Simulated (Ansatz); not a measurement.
# Pt (Fm-3m): phonon-mediated transition temperature

What Tc do the phonons of Pt (Fm-3m) give, and how does it depend on μ*? The cell shown first is a relaxed one, from steps not shown here.

Program: Ansatz 0.2.0. Level of theory: DFT PBE, scalar-relativistic, plane waves, PAW; PAW set soft_1, in the first sound run; inputs show where later runs differ. Results are calculated unless marked as measured.

Most raw output is cut from this account.

**1. The cell after earlier relaxation steps**

Symmetry: Fm-3m, No. 225, cubic system. The conventional cell has a = 3.971 Å, b = 3.971 Å, c = 3.971 Å, α = 90.00°, β = 90.00°, γ = 90.00°. Nearest to Pt lie 12 Pt at 2.81 Å.

**2. Coupling and resistivity: finite displacements**

The run that gives the couplings also evaluates McMillan's and Allen and Dynes's formulas and, where asked, the Eliashberg equations, over a range of μ*.

Input file input.yaml:

```yaml
crystal:
  lattice:
    - [0.0, 1.9853372228, 1.9853372228]
    - [1.9853372228, 0.0, 1.9853372228]
    - [1.9853372228, 1.9853372228, 0.0]
  atoms:
    - { symbol: Pt, position: [0.0, 0.0, 0.0] }
kpoints:
  mp_grid: { grid: [12, 12, 12] }
hamiltonian:
  xc: pbe
  pseudopotentials: { kind: paw, azcp: { folder: soft_1 } }
scf:
  occupations: { method: methfessel_paxton, width: 0.2 }
output:
  eigenvalues: true
phonons:
  method: fd
  supercell: [4, 4, 4]
  temperatures: { t_max: 1000, t_step: 50 }
  qpath:
    path:
      - [[0.0, 0.0, 0.0], [0.5, 0.0, 0.5], [0.625, 0.25, 0.625]]
      - [[0.375, 0.375, 0.75], [0.0, 0.0, 0.0], [0.5, 0.5, 0.5], [0.5, 0.25, 0.75], [0.5, 0.0, 0.5]]
    npoints: 6
  electrical_resistivity:
    mesh: [20, 20, 20]
    temperatures: [20.0, 50.0, 80.0, 100.0, 150.0, 200.0, 273.0, 300.0, 400.0, 500.0, 600.0, 800.0]
  superconductivity: { mesh: [20, 20, 20], eliashberg_equations: false }
```

Command:

```sh
> ansatz run input.yaml --threads 16 --pin off --max-ram 92160MiB --backend cuda --events-out ev --progress --plain --runs-dir out --max-vram 78GiB
```

It took 31 s on 1 × NVIDIA GB200 with 16 threads of Arm Neoverse V2, shared host; peak memory 2.8 GiB; 5.1 min of CPU time.

Numbers from this step:

```
volume per atom                                                                : 15.65 Å³/atom
metallic on mesh                                                               : yes
gap on the k-mesh                                                              : 0 eV
zero-point energy                                                              : 0.02098 eV/cell
share of imaginary modes in the plain interpolation between solved wavevectors : 0
highest frequency, solved or plainly interpolated                              : 184.8 cm⁻¹
Debye temperature (second moment)                                              : 222 K
resistivity at 300 K                                                           : 9.916 μΩ cm
coupling constant λ                                                            : 0.6158
density of states at the Fermi level                                           : 1.095 states/eV a spin and cell
log mean phonon energy ħω_log                                                  : 9.182 meV
transport coupling constant λ_tr                                               : 0.6879, 0.6879, 0.6879 (xx, yy, zz)
Drude plasma energy                                                            : 8.612, 8.612, 8.612 eV (xx, yy, zz)
resistivity times mean free path                                               : 3.668, 3.668, 3.668 × 10⁻¹⁶ Ω m² (xx, yy, zz)
second-moment phonon energy ħω₂                                                : 11.12 meV
coupling λ by branch                                                           : 0.362, 0.192, 0.0617 (branches by rank of frequency)
```

Transition temperatures:

```csv
μ*,McMillan Tc (K),Allen–Dynes Tc (K)
0.08,3.19,3.3
0.1,2.63,2.71
0.12,2.12,2.18
0.13,1.88,1.94
0.14,1.66,1.7
0.16,1.26,1.29
0.2,0.628,0.642
```

**3. Resistivity: r2SCAN at its own relaxed cell**

The functional sets the lattice constant, the bands and the force constants.

This step: DFT r2SCAN, scalar-relativistic, plane waves, PAW; PAW set soft_1 (Ansatz 0.2.0).

input.yaml, as its differences from that of step 2:

```diff
@@ -2,5 +2,5 @@
   lattice:
-    - [0.0, 1.9853372228, 1.9853372228]
-    - [1.9853372228, 0.0, 1.9853372228]
-    - [1.9853372228, 1.9853372228, 0.0]
+    - [0.0, 1.9700825322, 1.9700825322]
+    - [1.9700825322, 0.0, 1.9700825322]
+    - [1.9700825322, 1.9700825322, 0.0]
   atoms:
@@ -10,3 +10,3 @@
 hamiltonian:
-  xc: pbe
+  xc: r2scan
   pseudopotentials: { kind: paw, azcp: { folder: soft_1 } }
@@ -17,4 +17,4 @@
 phonons:
-  method: fd
-  supercell: [4, 4, 4]
+  method: dfpt
+  qmesh: [4, 4, 4]
   temperatures: { t_max: 1000, t_step: 50 }
```

Wall time 89 s (1 × NVIDIA GB200 with 16 threads); peak memory 2.4 GiB.

This step gave:

| Property | Result |
| --- | --- |
| volume per atom | 15.29 Å³/atom |
| zero-point energy | 0.02156 eV/cell |
| highest frequency, solved or plainly interpolated | 191.7 cm⁻¹ |
| Debye temperature (second moment) | 228 K |
| resistivity at 300 K | 10.46 μΩ cm |
| coupling constant λ | 0.7004 |
| density of states at the Fermi level | 0.9782 states/eV a spin and cell |
| log mean phonon energy ħω_log | 8.97 meV |
| transport coupling constant λ_tr | 0.7706, 0.7706, 0.7706 (xx, yy, zz) |
| Drude plasma energy | 8.927, 8.927, 8.927 eV (xx, yy, zz) |
| resistivity times mean free path | 3.719, 3.719, 3.719 × 10⁻¹⁶ Ω m² (xx, yy, zz) |
| second-moment phonon energy ħω₂ | 11.07 meV |
| coupling λ by branch | 0.431, 0.204, 0.065 (branches by rank of frequency) |

Transition temperatures:

```csv
μ*,McMillan Tc (K),Allen–Dynes Tc (K)
0.08,4.23,4.42
0.1,3.62,3.77
0.12,3.05,3.16
0.13,2.78,2.87
0.14,2.52,2.6
0.16,2.03,2.09
0.2,1.21,1.24
```

**4. Coupling and resistivity: spin–orbit coupling**

Spin–orbit coupling splits bands near the Fermi level of heavy elements; the run uses the base functional.

This step: DFT PBE, spin-orbit coupling, plane waves, PAW; PAW set soft_1 (Ansatz 0.2.0).

input.yaml, the sections that differ from step 3:

```yaml
crystal:
  lattice:
    - [0.0, 1.9853372228, 1.9853372228]
    - [1.9853372228, 0.0, 1.9853372228]
    - [1.9853372228, 1.9853372228, 0.0]
  atoms:
    - { symbol: Pt, position: [0.0, 0.0, 0.0] }
hamiltonian:
  xc: pbe
  pseudopotentials: { kind: paw_fr, azcp: { folder: soft_1 } }
magnetization:
  noncollinear: true
  spin_orbit: true
# kpoints, scf, output, phonons: as in step 3
```

The job ended after 39 s (1 × NVIDIA GB200 with 16 threads; peak memory 4.8 GiB).

Numbers from this step:

| Property | Result |
| --- | --- |
| volume per atom | 15.65 Å³/atom |
| zero-point energy | 0.02107 eV/cell |
| highest frequency, solved or plainly interpolated | 184.3 cm⁻¹ |
| Debye temperature (second moment) | 222 K |
| resistivity at 300 K | 11.46 μΩ cm |
| coupling constant λ | 0.52 |
| density of states at the Fermi level | 0.9143 states/eV a spin and cell |
| log mean phonon energy ħω_log | 10.43 meV |
| transport coupling constant λ_tr | 0.5546, 0.5546, 0.5546 (xx, yy, zz) |
| Drude plasma energy | 7.306, 7.306, 7.306 eV (xx, yy, zz) |
| resistivity times mean free path | 4.44, 4.44, 4.44 × 10⁻¹⁶ Ω m² (xx, yy, zz) |
| second-moment phonon energy ħω₂ | 12.10 meV |
| coupling λ by branch | 0.286, 0.167, 0.0669 (branches by rank of frequency) |

Transition temperatures:

```csv
μ*,McMillan Tc (K),Allen–Dynes Tc (K)
0.08,2.22,2.28
0.1,1.71,1.75
0.12,1.27,1.3
0.13,1.08,1.1
0.14,0.899,0.916
0.16,0.599,0.61
0.2,0.207,0.211
```

The Eliashberg function α²F by phonon energy; read off at these points:

```csv
phonon energy (meV),α²F,α²F tr
1.0,2.2e-4,1.5e-5
2.0,0.00326,9.4e-4
3.0,0.00964,0.00520
4.0,0.0205,0.0158
5.0,0.0452,0.0413
6.0,0.0786,0.0760
7.0,0.112,0.106
8.0,0.149,0.138
9.0,0.190,0.177
10.0,0.232,0.233
11.0,0.370,0.411
11.8,0.379,0.439
12.0,0.362,0.426
13.0,0.258,0.307
14.0,0.203,0.238
15.0,0.176,0.202
16.0,0.133,0.168
17.0,0.0853,0.111
18.0,0.0308,0.0306
19.0,0.128,0.159
20.0,0.207,0.258
20.4,0.212,0.263
21.0,0.109,0.135
22.0,0.0243,0.0284
```

Twice the integral of α²F/ω over this curve gives λ = 0.52, half of it from below 11.2 meV. Distinct peaks of the Eliashberg function α²F (α²F) stand at 11.06 and 20.43 meV; the one at 11.1 meV is strongest.

**5. Outcome**

```json
{
  "meshes": "q 4×4×4, k 12×12×12, scattering 20×20×20",
  "coupling constant λ": "0.52",
  "log mean phonon energy ħω_log": "10.4 meV",
  "Allen–Dynes Tc at μ* = 0.1": "1.75 K",
  "Allen–Dynes Tc at μ* = 0.13": "1.1 K"
}
```

**Reading.** In the last run (PBE, spin–orbit coupling, q 4×4×4, k 12×12×12, scattering 20×20×20), with λ = 0.52 and ħω_log = 10.4 meV, Tc at μ* = 0.13 is 1.1 K by McMillan's formula and 1.1 K by Allen and Dynes's. Wikipedia's list of superconducting elements holds no transition of Pt at normal pressure, while the calculation gives 1.1 K at μ* = 0.13; these runs do not show why: μ* may be larger, spin fluctuations are left out, and the cell, functional and meshes all move λ. Raising μ* from 0.10 to 0.16 lowers the Allen–Dynes value from 1.8 to 0.61 K. By the run's own test λ is not converged in the fine mesh: it moves by 3 % between the two finest, and by up to 10 % in the other runs. The run's transport test calls it not converged in the mesh; ρ(300 K) moves by 10 % in the component that moves most. Over the runs, λ takes the values 0.616, 0.700 and 0.52, in the order shown. μ* is a typed number, phonons are harmonic, and spin fluctuations are left out; at μ* = 0.13 McMillan's formula turns 1 % in λ into about 4.7 % in Tc.

[Logs are printed without paths, hosts, clocks, repeated set-up lines and the standing remarks that a program may print on its own settings, such as how far it seeks lower states.]

[Hosts, paths, dates, database ids (printed as entryN), source tags and the programs' standing remarks are cut or masked in the printed files.]
